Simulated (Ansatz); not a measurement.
# Sn chain started as a strip of triangles: period, moment and channels by functional, part 3 of 4

Wanted: the relaxed geometry and the open channels of the Sn chain started as a strip of triangles, by several methods.

Ansatz 0.2.0; DFT PBE, plane waves, PAW; relaxation of a chain's period (the session's first sound run).

So far, conductance of the lead as this run defines it (G₀): step 3 (the wire at its relaxed period, level PBE, k-mesh 1×1×27) 3.82; step 5 (LDA, another cell) 3.94.

## (7) The perfect wire, level RPBE, k-mesh 1×1×26

This step: DFT RPBE, plane waves, PAW; channels and complex bands of a perfect chain (Ansatz 0.2.0).

The channels are counted again under RPBE, at the period that it gave.

input.yaml reads:

```yaml
crystal:
  lattice:
    - [9.0, 0.0, 0.0]
    - [0.0, 7.5, 0.0]
    - [0.0, 0.0, 3.0894459837]
  atoms:
    - { symbol: Sn, position: [0.352911984, 0.5, 0.0] }
    - { symbol: Sn, position: [0.647088016, 0.5, 0.5] }
kpoints:
  mp_grid: { grid: [1, 1, 26] }
  band_path: { path: ["Γ", Z], npoints: 60 }
scf:
  occupations: { method: fermi_dirac, width: 0.05 }
hamiltonian:
  xc: rpbe
output:
  transmission:
    e_range: [-2, 2]
    de: 0.035
    kmesh: [1, 1]
    reduced_basis: true
    leads: [[0, 0]]
  dos: { projected: true, e_range: [-6, 4] }
```

On the command line:

```console
$ ansatz run input.yaml --threads 4 --pin off --max-ram 8192MiB --backend cpu --events-out ev --progress --plain --runs-dir out
```

Numbers of over 12 decimals in the logs are rounded to 6 here.

What it wrote:

```text
[...]
Crystal: 2 atoms, lattice volume = 208.538 Å³
Basis set: ecut = 420 eV, 4085 PW (Γ)
Bands: 18, of which v1, the nominal top of the filled ones, is band 14 counted from 1 (13 counted from 0)
Symmetry: 8 space group operations
[...]
k-points: 14 of 26
[...]
k-point 13: bands = [... 10 lower, -5.2558, -5.2558, -2.1471, -2.1471, 1.7859, 1.7859, 2.4129, 2.4129]
--- Transmission ---
  basis      : 595 plane waves across, 4 finite elements along
  points     : 1, standing for a mesh of 1 x 1
[...]
crystal 0  : Sn2, at the sites [0, 0], period 3.0894 Å: whole cells are its period
[...]
filled         : 11.7 meV over the level at which it is neutral
    channels       : 4.000000e0 a spin
[...]
[key lines of the parts left out:]
SCF converged after 7 iterations
Free energy (F): -12064.471406 eV
Fermi energy:    -0.155634 eV
```

It took 25 s on 4 threads of Arm Neoverse V2, shared host; peak memory 0.68 GiB; 90 s of CPU time.

The open channels of the lead, one spin by energy, zero at the Fermi level:

energy (eV), open channels of the lead, one spin and a bar from the least value:
```
   -2.000       2.00 
   -1.790       2.00 
   -1.615       3.00 ##########
   -1.405       4.00 ####################
   -1.195       4.00 ####################
   -0.985       4.00 ####################
   -0.810       4.00 ####################
   -0.600       4.00 ####################
   -0.390       4.00 ####################
   -0.215       4.00 ####################
   -0.005       4.00 ####################
    0.205       2.00 
    0.415       2.00 
    0.590       3.00 ##########
    0.800       3.00 ##########
    1.010       3.00 ##########
    1.185       3.00 ##########
    1.395       5.00 ##############################
    1.605       5.00 ##############################
    1.815       5.00 ##############################
```

At the computed energy nearest the Fermi level there are 4 channels a spin, and the thermal average gives 3.45 G₀.

## (8) Relaxing the period

This step: DFT PBEsol, plane waves, PAW; relaxation of a chain's period (Ansatz 0.2.0).

The relaxation is repeated under another functional. PBEsol weakens PBE's gradient terms and usually lands between LDA and PBE.

input.yaml reads:

```yaml
crystal:
  lattice:
    - [9.0, 0.0, 0.0]
    - [0.0, 7.5, 0.0]
    - [0.0, 0.0, 2.72023]
  atoms:
    - { symbol: Sn, position: [0.370884444, 0.5, 0.0], spin: 0.5 }
    - { symbol: Sn, position: [0.629115556, 0.5, 0.5], spin: 0.5 }
magnetization:
  spin_polarized: true
kpoints:
  mp_grid: { grid: [1, 1, 30] }
scf:
  occupations: { method: fermi_dirac, width: 0.05 }
hamiltonian:
  xc: pbesol
relax:
  cell: { fix: [a, b, alpha, beta, gamma] }
  max_steps: 60
```

What it wrote:

```text
[...]
Crystal: 2 atoms, lattice volume = 183.616 Å³
Basis set: ecut = 420 eV, 3635 PW (Γ), exchange–correlation on 128×108×40 points (8 copies of the dense FFT grid, shifted against one another)
Bands: 19, of which v1, the nominal top of the filled ones, is band 14 counted from 1 (13 counted from 0)
Symmetry: 8 space group operations
[...]
0.000000       0.000000      -0.008969
  P = ⅓ Tr σ = -0.1252 GPa (-1.252 kbar)
--- Relaxed structure (7 steps of the walk, 6 accepted, 1 SCFs on fresh bases) ---
[...]
cell:  # Å, volume = 203.0857 Å³
    - [9.0, 0.0, 0.0]
    - [0.0, 7.5, 0.0]
    - [0.0, 0.0, 3.008677]
  atoms:
    - { symbol: Sn, position: [0.356384, 0.5, 0.0] }
    - { symbol: Sn, position: [0.643616, 0.5, 0.500000] }
[key lines of the parts left out:]
SCF converged after 6 iterations
Magnetization: 0.0000 μB (14.0000 up, 14.0000 down)
Free energy (F): -11897.921114 eV
Fermi energy:    -0.177788 eV
```

Run time: 19 s. Hardware: 4 threads; peak memory 0.52 GiB; 69 s of CPU time.

The steps of the relaxation:

| step | energy less that of the first step (eV) | largest force component (eV/Å) | pressure (GPa) | volume (Å³) |
| --- | --- | --- | --- | --- |
| 1 | 0.0000 | 2.6932 | 4.74 | 183.62 |
| 2 | -0.6300 | 0.0711 | 0.73 | 190.02 |
| 3 | -0.6792 | 0.0639 | 0.34 | 193.72 |
| 4 | -0.7365 | 0.2393 | 0.07 | 199.08 |
| 5 | -0.7211 | 0.3903 | -0.14 | 208.04 |
| 6 | -0.7571 | 0.0174 | -0.13 | 203.34 |
| 7 | -0.7572 | 0.0017 | -0.12 | 203.09 |
| 8* | -0.7583 | 0.0027 | -0.13 | 203.09 |

Relaxation steps marked * repeat the geometry before them on a plane-wave basis chosen anew for their cell, so energy and pressure can jump there. Relaxation step 5 was tried and not accepted.

Forces are held to the 8 operations that the run works with; a distortion that breaks them can't arise in this run.

```csv
cell as run,before,after,change
c (Å),2.720,3.009,+10.6 %
```

The atoms that moved most (Å, along periodic axes as changes of fractional coordinates times the final cell, across vacuum about the mean position):

| atom | dx | dy | dz | length |
| --- | --- | --- | --- | --- |
| Sn1 | -0.130 | 0.000 | 0.000 | 0.130 |
| Sn2 | 0.130 | 0.000 | 0.000 | 0.130 |

The relaxed structure:

```xyz
2
Lattice="9.0000 0.0000 0.0000 0.0000 7.5000 0.0000 0.0000 0.0000 3.0087" Properties=species:S:1:pos:R:3
Sn    3.2075    3.7500    0.0000
Sn    5.7925    3.7500    1.5043
```

The cell's length comes to 3.009 Å, -1.6 % against the first run, with no moment.

## (9) Bands of the perfect wire, level PBEsol, k-mesh 1×1×27

This step: DFT PBEsol, plane waves, PAW; channels and complex bands of a perfect chain (Ansatz 0.2.0).

The channels are counted again under PBEsol, at the period that it gave.

input.yaml reads:

```yaml
crystal:
  lattice:
    - [9.0, 0.0, 0.0]
    - [0.0, 7.5, 0.0]
    - [0.0, 0.0, 3.0086772703]
  atoms:
    - { symbol: Sn, position: [0.356384464, 0.5, 0.0] }
    - { symbol: Sn, position: [0.643615536, 0.5, 0.5] }
kpoints:
  mp_grid: { grid: [1, 1, 27] }
  band_path: { path: ["Γ", Z], npoints: 60 }
scf:
  occupations: { method: fermi_dirac, width: 0.05 }
hamiltonian:
  xc: pbesol
output:
  transmission:
    e_range: [-2, 2]
    de: 0.035
    kmesh: [1, 1]
    reduced_basis: true
    leads: [[0, 0]]
  dos: { projected: true, e_range: [-6, 4] }
```

What it wrote:

```text
[...]
Crystal: 2 atoms, lattice volume = 203.086 Å³
Basis set: ecut = 420 eV, 3949 PW (Γ)
Bands: 18, of which v1, the nominal top of the filled ones, is band 14 counted from 1 (13 counted from 0)
Symmetry: 8 space group operations
[...]
k-points: 14 of 27
[...]
k-point 13: bands = [... 10 lower, -5.6518, -5.0565, -2.5262, -1.9638, 1.6137, 1.9646, 2.2246, 2.7637]
--- Transmission ---
  basis      : 595 plane waves across, 4 finite elements along
  points     : 1, standing for a mesh of 1 x 1
[...]
crystal 0  : Sn2, at the sites [0, 0], period 3.0087 Å: whole cells are its period
[...]
filled         : 3.6 meV over the level at which it is neutral
    channels       : 4.000000e0 a spin
[...]
[key lines of the parts left out:]
SCF converged after 7 iterations
Free energy (F): -11897.919409 eV
Fermi energy:    -0.180356 eV
```

The job ended after 24 s (4 threads; peak memory 0.67 GiB).

At the computed energy nearest the Fermi level there are 4 channels a spin, and the thermal average gives 3.90 G₀.

Between step 3 and this run (PBEsol and another cell) the value for the conductance of the lead as this run defines it moves from 3.82 G₀ to 3.90 G₀ (+2 %).

## (10) Comparing the runs

Times are for 4 threads of Arm Neoverse V2, shared host. The series side by side:

```csv
no.,level,conductance of the lead as this run defines it (G₀),time,memory (GiB)
1,PBE,3.824,25 s,0.68
2,LDA,3.941,25 s,0.65
3,RPBE,3.454,25 s,0.68
4,PBEsol,3.901,24 s,0.67
```

The runs together. Table of open channels of the lead by energy, zero at the Fermi level:

```
energy (eV)  PBE  LDA  RPBE  PBEsol
    -2.0000    2    2     2       2
    -1.7550    2    4     2       4
    -1.5100    4    4     4       4
    -1.2650    4    4     4       4
    -0.9850    4    4     4       4
    -0.7400    4    4     4       4
    -0.4950    4    4     4       4
    -0.2500    4    4     4       4
    -0.0050    4    4     4       4
     0.2400    2    2     2       2
     0.4850    2    3     2       3
     0.7650    3    3     3       3
     1.0100    3    3     3       3
     1.2550    3    3     3       3
     1.5000    5    5     5       5
     1.7450    5    5     5       5
```

## (11) Relaxation of atoms and period, cutoff 979.61 eV

This step: DFT PBE, plane waves, norm-conserving; relaxation of a chain's period (Ansatz 0.2.0).

The same functional on other atomic datasets tests how far the result hangs on the treatment of the cores. Against the first PBE run of this kind, the cutoff is 979.61 eV against 420.

input.yaml reads:

```yaml
crystal:
  lattice:
    - [9.0, 0.0, 0.0]
    - [0.0, 7.5, 0.0]
    - [0.0, 0.0, 2.72023]
  atoms:
    - { symbol: Sn, position: [0.370884444, 0.5, 0.0], spin: 0.5 }
    - { symbol: Sn, position: [0.629115556, 0.5, 0.5], spin: 0.5 }
magnetization:
  spin_polarized: true
kpoints:
  mp_grid: { grid: [1, 1, 30] }
scf:
  occupations: { method: fermi_dirac, width: 0.05 }
hamiltonian:
  xc: pbe
  pseudopotentials: { kind: nc }
relax:
  cell: { fix: [a, b, alpha, beta, gamma] }
  max_steps: 60
```

What it wrote:

```text
[...]
Crystal: 2 atoms, lattice volume = 183.616 Å³
Basis set: ecut = 979.609905 eV, 12715 PW (Γ), exchange–correlation on 192×160×60 points (8 copies of the dense FFT grid, shifted against one another)
Bands: 19, of which v1, the nominal top of the filled ones, is band 14 counted from 1 (13 counted from 0)
Symmetry: 8 space group operations
[...]
-0.000000      -0.000000       0.022049
  P = ⅓ Tr σ = -0.1176 GPa (-1.176 kbar)
--- Relaxed structure (8 steps of the walk, 7 accepted, 2 SCFs on fresh bases) ---
[...]
cell:  # Å, volume = 206.2908 Å³
    - [9.0, 0.0, 0.0]
    - [0.0, 7.5, 0.0]
    - [0.0, 0.0, 3.056160]
  atoms:
    - { symbol: Sn, position: [0.354152, 0.500000, 0.0] }
    - { symbol: Sn, position: [0.645848, 0.500000, 0.5] }
[key lines of the parts left out:]
SCF converged after 4 iterations
Magnetization: 0.0000 μB (14.0000 up, 14.0000 down)
Free energy (F): -4414.573192 eV
Fermi energy:    -0.149939 eV
```

It took 75 s on 4 threads; peak memory 0.99 GiB; 4.9 min of CPU time.

The cell's length comes to 3.056 Å, -0.0 % against the first run, with no moment. That is +12 % against the start, more than a small adjustment.

## (12) Relaxing the period

This step: DFT PBE, plane waves, PAW; relaxation of a chain's period (Ansatz 0.2.0).

No moment formed, so a run without spin should agree; this checks it and saves time.

input.yaml, the sections that differ from step 11:

```yaml
crystal:
  lattice:
    - [9.0, 0.0, 0.0]
    - [0.0, 7.5, 0.0]
    - [0.0, 0.0, 2.72023]
  atoms:
    - { symbol: Sn, position: [0.370884444, 0.5, 0.0] }
    - { symbol: Sn, position: [0.629115556, 0.5, 0.5] }
hamiltonian:
  xc: pbe
# kpoints, scf, relax: as in step 11
# magnetization: removed
```

What it wrote:

```text
[...]
Crystal: 2 atoms, lattice volume = 183.616 Å³
Basis set: ecut = 420 eV, 3635 PW (Γ), exchange–correlation on 128×108×40 points (8 copies of the dense FFT grid, shifted against one another)
Bands: 18, of which v1, the nominal top of the filled ones, is band 14 counted from 1 (13 counted from 0)
Symmetry: 8 space group operations
[...]
k-points: 16 of 30
[...]
-0.658918       0.000000       0.000000
        0.000000       0.292417       0.000000
        0.000000       0.000000       0.007284
  P = ⅓ Tr σ = -0.1197 GPa (-1.197 kbar)
--- Relaxed structure (8 steps of the walk, 7 accepted, 1 SCFs on fresh bases) ---
[...]
cell:  # Å, volume = 206.3171 Å³
    - [9.0, 0.0, 0.0]
    - [0.0, 7.5, 0.0]
    - [0.0, 0.0, 3.056550]
  atoms:
    - { symbol: Sn, position: [0.354212, 0.5, 0.0] }
    - { symbol: Sn, position: [0.645788, 0.5, 0.5] }
[key lines of the parts left out:]
SCF converged after 6 iterations
Free energy (F): -12047.074803 eV
Fermi energy:    -0.196830 eV
```

Run time: 7.3 s. Hardware: 4 threads; peak memory 0.47 GiB; 26 s of CPU time.

The cell's length comes to 3.057 Å, +0.0 % against the first run, with spin left out. That is +12 % against the start, more than a small adjustment.

## (13) The series together

Times are for 4 threads of Arm Neoverse V2, shared host. The series side by side:

```csv
no.,level,cell length along the wire (Å),time,memory (GiB)
1,PBE,3.057,20 s,0.52
2,LDA,2.977,14 s,0.47
3,RPBE,3.089,20 s,0.52
4,PBEsol,3.009,19 s,0.52
5,"PBE, NC files",3.056,75 s,0.99
6,"PBE, no spin",3.057,7.3 s,0.47
```

(Continued in part 4 of 4.)

[Logs are printed without paths, hosts, clocks, repeated set-up lines and the standing remarks that a program may print on its own settings, such as how far it seeks lower states.]

[Hosts, paths, dates, database ids (printed as entryN), source tags and the programs' standing remarks are cut or masked in the printed files.]
